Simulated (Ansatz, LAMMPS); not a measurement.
## Relaxing amorphous 81SiO2-19TiO2 (mol %) (96 atoms)

Wanted: the relaxed structure of amorphous 81SiO2-19TiO2 (mol %) (96 atoms) and its electronic structure.

Method: Kohn-Sham DFT, PBE, PAW (set soft_2), plane waves, in Ansatz 0.2.0.

This is a report of a sequence of runs, with most program output left out.

### Step 1. Starting point

The cell holds 96 atoms: 26 Si, 6 Ti and 64 O. Its edges and angles: a = 11.196 Å, b = 11.196 Å, c = 11.196 Å, α = 90.0°, β = 90.0°, γ = 90.0°. 96 atoms (26 Si, 6 Ti, 64 O) placed at random at 2.42 g/cm³, melted at 5000 K for 10 ps at fixed volume with the Morse and Coulomb pair potential with partial charges (Pedone, Malavasi, Menziani, Cormack and Segre, J. Phys. Chem. B 110, 11780 (2006)). Quenched from 5000 K to 300 K at 50 K/ps and fixed volume, held 5 ps, then minimised at fixed cell.

What the set-up can't give: The quench rate of 50 K/ps is orders of magnitude faster than experiment, which tends to freeze in extra defects. The starting topology of bonds comes from the classical model. Only the Γ point is sampled in the main run, in a cell whose shortest periodic width is 11 Å.

### Step 2. The classical run that made the cell

A classical potential makes the cell, at a small fraction of what the same run would cost in DFT.

This step: classical MD, Morse and Coulomb pair potential with partial charges (Pedone, Malavasi, Menziani, Cormack and Segre, J. Phys. Chem. B 110, 11780 (2006)) (LAMMPS 22 Jul 2025 - Update 4).

Input file in.lmp:

```
# melt-quench of Si26Ti6O64
units metal
atom_style charge
boundary p p p
region box block 0 11.1956 0 11.1956 0 11.1956
create_box 3 box
mass 1 28.0850   # Si
mass 2 47.8670   # Ti
mass 3 15.9990   # O
create_atoms 1 random 26 40194 NULL overlap 1.5 maxtry 2000
create_atoms 2 random 6 40201 NULL overlap 1.5 maxtry 2000
create_atoms 3 random 64 40208 NULL overlap 1.5 maxtry 2000
pair_style hybrid/overlay pedone 5.5 coul/long 8.0
pair_coeff * * coul/long
pair_coeff 1 3 pedone 0.340554 2.006700 2.100000 1   # Si-O
pair_coeff 2 3 pedone 0.024235 2.254703 2.708943 1   # Ti-O
pair_coeff 3 3 pedone 0.042395 1.379316 3.618701 22   # O-O
set type 1 charge 2.4
set type 2 charge 2.4
set type 3 charge -1.2
kspace_style pppm 1.0e-4
neigh_modify delay 0 every 1 check yes
thermo_style custom step time temp pe press density
thermo_modify norm yes
timestep 0.002
thermo 100
min_style cg
minimize 1e-4 1e-4 200 2000
reset_timestep 0
velocity all create 5000 40195 mom yes dist gaussian
fix lim all nve/limit 0.05
fix lan all langevin 5000 5000 0.2 40196 zero yes
thermo 500
run 1000 post no
# [... 10 lines left out ...]
thermo 1250
fix md all nvt temp 300 300 0.2
run 2500 post no
unfix md
thermo 100
min_style cg
minimize 0 1e-3 2000 20000
write_dump all custom glass.dump id type xs ys zs modify sort id
```

On the command line:

```
> lmp -in in.lmp -log none -nocite
```

Elapsed: 24 s, on 1 thread of Arm Neoverse V1, shared host; peak memory 0.07 GiB.

### Step 3. Single point at the start

A single point comes first, to see the forces before anything moves.

Input file input.yaml:

```yaml
crystal:
  lattice:
    - [11.1956, 0.0, 0.0]
    - [0.0, 11.1956, 0.0]
    - [0.0, 0.0, 11.1956]
  atoms:
    - { symbol: Si, position: [0.2935, 0.61605, 0.78708] }
    - { symbol: Si, position: [0.94843, 0.44975, 0.68505] }
    - { symbol: Si, position: [0.65139, 0.85006, 0.24949] }
    - { symbol: Si, position: [0.75384, 0.24105, 0.71031] }
    - { symbol: Si, position: [0.06566, 0.5241, 0.92686] }
    - { symbol: Si, position: [0.42401, 0.77432, 0.61218] }
    - { symbol: Si, position: [0.76933, 0.40412, 0.17869] }
    - { symbol: Si, position: [0.14217, 0.2963, 0.08255] }
    - { symbol: Si, position: [0.53801, 0.5149, 0.55254] }
    - { symbol: Si, position: [0.01048, 0.4011, 0.30132] }
    - { symbol: Si, position: [0.37556, 0.054, 0.7819] }
    - { symbol: Si, position: [0.22086, 0.8869, 0.23524] }
    - { symbol: Si, position: [0.79161, 0.61646, 0.53027] }
    - { symbol: Si, position: [0.93931, 0.61456, 0.15808] }
    - { symbol: Si, position: [0.67789, 0.25441, 0.97659] }
    - { symbol: Si, position: [0.67596, 0.77852, 0.71144] }
    - { symbol: Si, position: [0.12399, 0.75979, 0.45499] }
    - { symbol: Si, position: [0.87338, 0.77124, 0.34305] }
    - { symbol: Si, position: [0.18954, 0.49794, 0.5648] }
    - { symbol: Si, position: [0.52274, 0.15777, 0.57267] }
    - { symbol: Si, position: [0.33719, 0.30168, 0.43052] }
    - { symbol: Si, position: [0.08608, 0.19594, 0.43896] }
    - { symbol: Si, position: [0.50544, 0.4242, 0.28647] }
    - { symbol: Si, position: [0.43406, 0.95486, 0.39564] }
    - { symbol: Si, position: [0.78539, 0.00971, 0.06915] }
    - { symbol: Si, position: [0.01729, 0.07649, 0.19218] }
    - { symbol: Ti, position: [0.5647, 0.52975, 0.83338] }
    - { symbol: Ti, position: [0.86792, 0.97636, 0.80684] }
    - { symbol: Ti, position: [0.40791, 0.19159, 0.03063] }
    - { symbol: Ti, position: [0.12114, 0.99015, 0.63946] }
    - { symbol: Ti, position: [0.55288, 0.62822, 0.10326] }
    - { symbol: Ti, position: [0.41032, 0.8911, 0.02079] }
    - { symbol: O, position: [0.63492, 0.71252, 0.21362] }
    - { symbol: O, position: [0.50038, 0.06718, 0.45911] }
    - { symbol: O, position: [0.31432, 0.96915, 0.31659] }
    - { symbol: O, position: [0.27197, 0.52647, 0.67744] }
    - { symbol: O, position: [0.91485, 0.74405, 0.20717] }
    - { symbol: O, position: [0.89444, 0.5566, 0.60571] }
    - { symbol: O, position: [0.17715, 0.59874, 0.86957] }
    - { symbol: O, position: [0.46974, 0.64396, 0.56144] }
    - { symbol: O, position: [0.8798, 0.05433, 0.16669] }
    - { symbol: O, position: [0.87882, 0.35906, 0.25885] }
    - { symbol: O, position: [0.00872, 0.59586, 0.03701] }
    - { symbol: O, position: [0.0674, 0.17041, 0.0905] }
    - { symbol: O, position: [0.26496, 0.42214, 0.47113] }
    - { symbol: O, position: [0.53178, 0.89449, 0.30874] }
    - { symbol: O, position: [0.41204, 0.31416, 0.3052] }
    - { symbol: O, position: [0.37401, 0.16313, 0.87514] }
    - { symbol: O, position: [0.86867, 0.96112, 0.96442] }
    - { symbol: O, position: [0.76644, 0.3288, 0.05816] }
    - { symbol: O, position: [0.85354, 0.34093, 0.6808] }
    - { symbol: O, position: [0.60391, 0.52922, 0.98781] }
    - { symbol: O, position: [0.22974, 0.20815, 0.4243] }
    - { symbol: O, position: [0.69169, 0.92345, 0.13223] }
    - { symbol: O, position: [0.64246, 0.39693, 0.24548] }
    - { symbol: O, position: [0.25397, 0.03754, 0.7103] }
    - { symbol: O, position: [0.10898, 0.35355, 0.20957] }
    - { symbol: O, position: [0.98537, 0.79167, 0.42408] }
    - { symbol: O, position: [0.65316, 0.21074, 0.60911] }
    - { symbol: O, position: [0.03372, 0.13149, 0.32307] }
    - { symbol: O, position: [0.40199, 0.8621, 0.50346] }
    - { symbol: O, position: [0.39457, 0.94025, 0.86982] }
    - { symbol: O, position: [0.9718, 0.49521, 0.8208] }
    - { symbol: O, position: [0.82336, 0.64574, 0.39659] }
    - { symbol: O, position: [0.54433, 0.81944, 0.67553] }
    - { symbol: O, position: [0.10494, 0.39433, 0.98308] }
    - { symbol: O, position: [0.18987, 0.781, 0.32809] }
    - { symbol: O, position: [0.81933, 0.11942, 0.75125] }
    - { symbol: O, position: [0.00624, 0.94877, 0.73916] }
    - { symbol: O, position: [0.54416, 0.26936, 0.02395] }
    - { symbol: O, position: [0.76432, 0.85977, 0.33927] }
    - { symbol: O, position: [0.67888, 0.534, 0.53487] }
    - { symbol: O, position: [0.71296, 0.11654, 0.0025] }
    - { symbol: O, position: [0.42692, 0.25997, 0.5364] }
    - { symbol: O, position: [0.1476, 0.62724, 0.50852] }
    - { symbol: O, position: [0.32424, 0.73955, 0.71164] }
    - { symbol: O, position: [0.06682, 0.11561, 0.55314] }
    - { symbol: O, position: [0.15315, 0.86462, 0.54701] }
    [... 12 atom lines left out ...]
    - { symbol: O, position: [0.10368, 0.9615, 0.19904] }
    - { symbol: O, position: [0.75027, 0.73953, 0.59304] }
    - { symbol: O, position: [0.43395, 0.04158, 0.07874] }
    - { symbol: O, position: [0.68762, 0.28649, 0.83623] }
    - { symbol: O, position: [0.41233, 0.58116, 0.85452] }
    - { symbol: O, position: [0.03296, 0.33222, 0.42263] }
kpoints:
  mp_grid: { grid: [1, 1, 1] }
hamiltonian:
  xc: pbe
scf:
  occupations: { method: fermi_dirac, width: 0.025 }
output:
  forces: true
```

On the command line:

```
> ansatz run input.yaml --threads 4 --pin off --max-ram 8192MiB --backend cpu --events-out ev --progress --plain --runs-dir out
```

Run time: 20 s. Hardware: 4 threads of Arm Neoverse V1, shared host; peak memory 1.7 GiB.

Numbers from this run:

```yaml
free_energy: -67944.9099 eV
free_energy_per_atom: -707.7595 eV/atom
scf_cycles: 11
r_m_s_force_component: 0.8733 eV/Å
longest_force: 3.723 eV/Å
fermi_energy: 3.871 eV
```

The r.m.s. force component of 0.87 eV/Å sets the starting point.

Length of the force by element:

```
element  coordination  atoms  mean length of the force (eV/Å)  spread  least  most
      O           all     64                             1.20   0.429  0.436  2.19
     Si           all     26                             1.81   0.805  0.756  3.72
     Ti           all      6                             1.43   0.626  0.436  2.24
```

### Step 4. Cell and atoms relaxed

The cell is relaxed with the atoms, since the starting lattice needn't suit this functional.

Changes to input.yaml since step 3:

```diff
@@ -15 +15,5 @@
   forces: true
+relax:
+  f_tol: 0.04
+  max_steps: 250
+  cell: {}
```

Run time: 4.3 min. Hardware: 4 threads; peak memory 1.9 GiB.

The steps of the relaxation:

```
step  energy less that of the first step (eV)  largest force component (eV/Å)  pressure (GPa)  volume (Å³)
   1                                   0.0000                          3.1926            7.64      1403.27
   2                                  -2.8077                          2.1636            3.23      1450.23
   3                                  -5.0788                          0.4091            0.52      1466.03
   4                                  -5.2755                          0.2609           -0.02      1467.04
   5                                  -5.2832                          0.1802            0.03      1470.53
   6                                  -5.2950                          0.0412           -0.02      1470.07
   7                                  -5.2968                          0.0373            0.00      1469.69
  8*                                  -5.7233                          0.0375            0.46      1469.69
   9                                  -5.6795                          0.1204           -0.18      1495.13
  10                                  -5.7183                          0.0440           -0.02      1488.54
  11                                  -5.7176                          0.0108            0.00      1489.34
 12*                                  -5.7861                          0.0112            0.02      1489.34
  13                                  -5.7818                          0.0122            0.00      1491.10
 14*                                  -5.7834                          0.0122            0.00      1491.10
```

Relaxation steps marked * repeat the geometry before them on a plane-wave basis chosen anew for their cell, so energy and pressure can jump there.

```
     cell as run  before   after  change
           a (Å)  11.196  11.405  +1.9 %
           b (Å)  11.196  11.661  +4.2 %
           c (Å)  11.196  11.251  +0.5 %
           α (°)   90.00   85.56  -4.9 %
           β (°)   90.00   88.86  -1.3 %
           γ (°)   90.00   91.34  +1.5 %
volume (Å³/atom)   14.62   15.53  +6.3 %
```

The atoms that moved most (Å, as changes of fractional coordinates times the final cell):

```
atom      dx      dy      dz  length
 O88   0.045   0.291   0.422   0.514
 O46   0.394   0.117   0.196   0.455
 O35   0.391   0.162  -0.056   0.427
Ti27  -0.283   0.217   0.198   0.408
Si12   0.302   0.218   0.149   0.401
 O50  -0.282   0.258  -0.094   0.394
 O91   0.328   0.189   0.093   0.390
Si10  -0.177  -0.283  -0.200   0.389
```

The relaxation changed the energy by -60.2 meV/atom, and atoms moved by 0.26 Å r.m.s., 0.51 Å at most.

### Step 5. Local order after relaxation

Bonds before and after, by the cutoffs listed below:

```
pair  bonds before  bonds after  mean before (Å)  mean after (Å)  spread before (Å)  spread after (Å)
O-Si           104          104            1.611           1.636              0.024             0.013
O-Ti            24           24            1.788           1.822              0.023             0.022
```

Density 2.27 g/cm³, 15.53 Å³ an atom.

Pair distribution functions g(r), in bins of 0.2 Å:

```
r (Å)  total   O-O   O-Si  O-Ti  Si-Si  Si-Ti  Ti-Ti
 1.50   0.05  0.00   0.14  0.00   0.00   0.00   0.00
 1.70   5.10  0.00  13.80  1.47   0.00   0.00   0.00
 1.90   0.81  0.00   0.00  9.70   0.00   0.00   0.00
 2.10   0.00  0.00   0.00  0.00   0.00   0.00   0.00
 2.30   0.00  0.00   0.00  0.00   0.00   0.00   0.00
 2.50   0.51  1.15   0.00  0.00   0.00   0.00   0.00
 2.70   2.40  5.33   0.05  0.00   0.23   0.00   0.00
 2.90   0.75  1.24   0.08  0.00   2.26   0.00   0.00
 3.10   0.77  0.69   0.22  0.16   3.84   2.67   0.00
 3.30   0.67  0.38   0.68  0.14   1.84   2.44   5.95
 3.50   0.73  0.43   1.07  1.25   0.00   0.65   5.39
 3.70   0.87  0.55   1.38  1.23   0.25   0.28   0.00
 3.90   1.14  0.80   1.77  1.20   0.34   0.51   0.00
 4.10   1.07  0.48   2.02  1.03   0.52   0.23   0.00
 4.30   1.20  0.94   1.55  1.42   1.24   0.40   0.00
 4.50   0.83  0.89   0.67  1.45   0.70   0.77   0.00
 4.70   1.02  1.21   0.58  1.06   1.67   1.56   1.48
 4.90   1.04  1.42   0.56  1.02   1.02   1.10   1.39
 5.10   1.01  1.39   0.53  0.48   1.15   2.18   0.00
 5.30   1.30  1.46   1.14  1.32   1.25   1.10   0.00
 5.50   0.90  0.93   0.86  0.71   1.16   0.86   0.00
```

Bonds by pair of elements; cutoffs follow the first minimum of g(r), held within bounds set by covalent radii, and pairs that aren't listed don't count as bonded:

```
pair A-B  cutoff (Å)  bonds  mean length (Å)  spread (Å)  shortest (Å)  B about A  A about B
    O-Si        2.08    104             1.64       0.013           1.6       1.62          4
    O-Ti        2.64     24             1.82       0.022          1.79      0.375          4
```

How many atoms have how many bonded neighbours:

```
element  mean   2   4
      O     2  64   0
     Si     4   0  26
     Ti     4   0   6
```

Bond angles (no mean is given where the spread exceeds 20°):

```
  angle  count  mean (°)  spread (°)
 O-Si-O    156       110           4
Si-O-Si     44       143        14.5
 O-Ti-O     36       110        10.6
Si-O-Ti     16       143        11.7
Ti-O-Ti      4       139        10.6
```

Oxygen atoms by the number of network formers (Si, P, Ge, B, Al, As, Ga) bound to them:

```
network formers bound to O  O atoms  per cent
                         0        4       6.2
                         1       16        25
                         2       44      68.8
```

Network units: each former by its oxygen neighbours and how many of them bridge to another former:

```
former  O neighbours  bridging O  atoms
    Si             4           1      1
    Si             4           2      1
    Si             4           3     11
    Si             4           4     13
```

Rings of the network by King's shortest-path rule, up to 12 atoms, one path for each pair of neighbours; H, halogens, alkali and alkaline-earth atoms are left out, and the last column divides by all other atoms, bonded or not:

```
ring size (atoms)  rings  per network atom
                6      2             0.021
                8      9             0.094
               10      7             0.073
               12     22             0.229
```

First main peaks of g(r), for some of the pairs, lie near 2.7 Å (O-O), 1.6 Å (O-Si), 1.8 Å (O-Ti), 3.1 Å (Si-Si) and 3.2 Å (Si-Ti). With the cutoffs above, all O atoms have 2, all Si atoms have 4 and all Ti atoms have 4 bonded neighbours. The O-Si-O angle averages 110° with a spread of 4°. Counting bonds to Si alone, not to Ti, 69 % of the oxygens join two of these atoms and 25 % one; 6 % join none. The commonest Si unit has 4 oxygens, 4 of them shared with other formers (13 of 26 atoms). Rings of 12 atoms are the most common (55 % of those counted); sizes run from 6 to 12, where the search stops.

[end of part 1 of 3]

[Logs are printed without paths, hosts, clocks, repeated set-up lines and the standing remarks that a program may print on its own settings, such as how far it seeks lower states.]

[Hosts, paths, dates, database ids (printed as entryN), source tags and the programs' standing remarks are cut or masked in the printed files.]
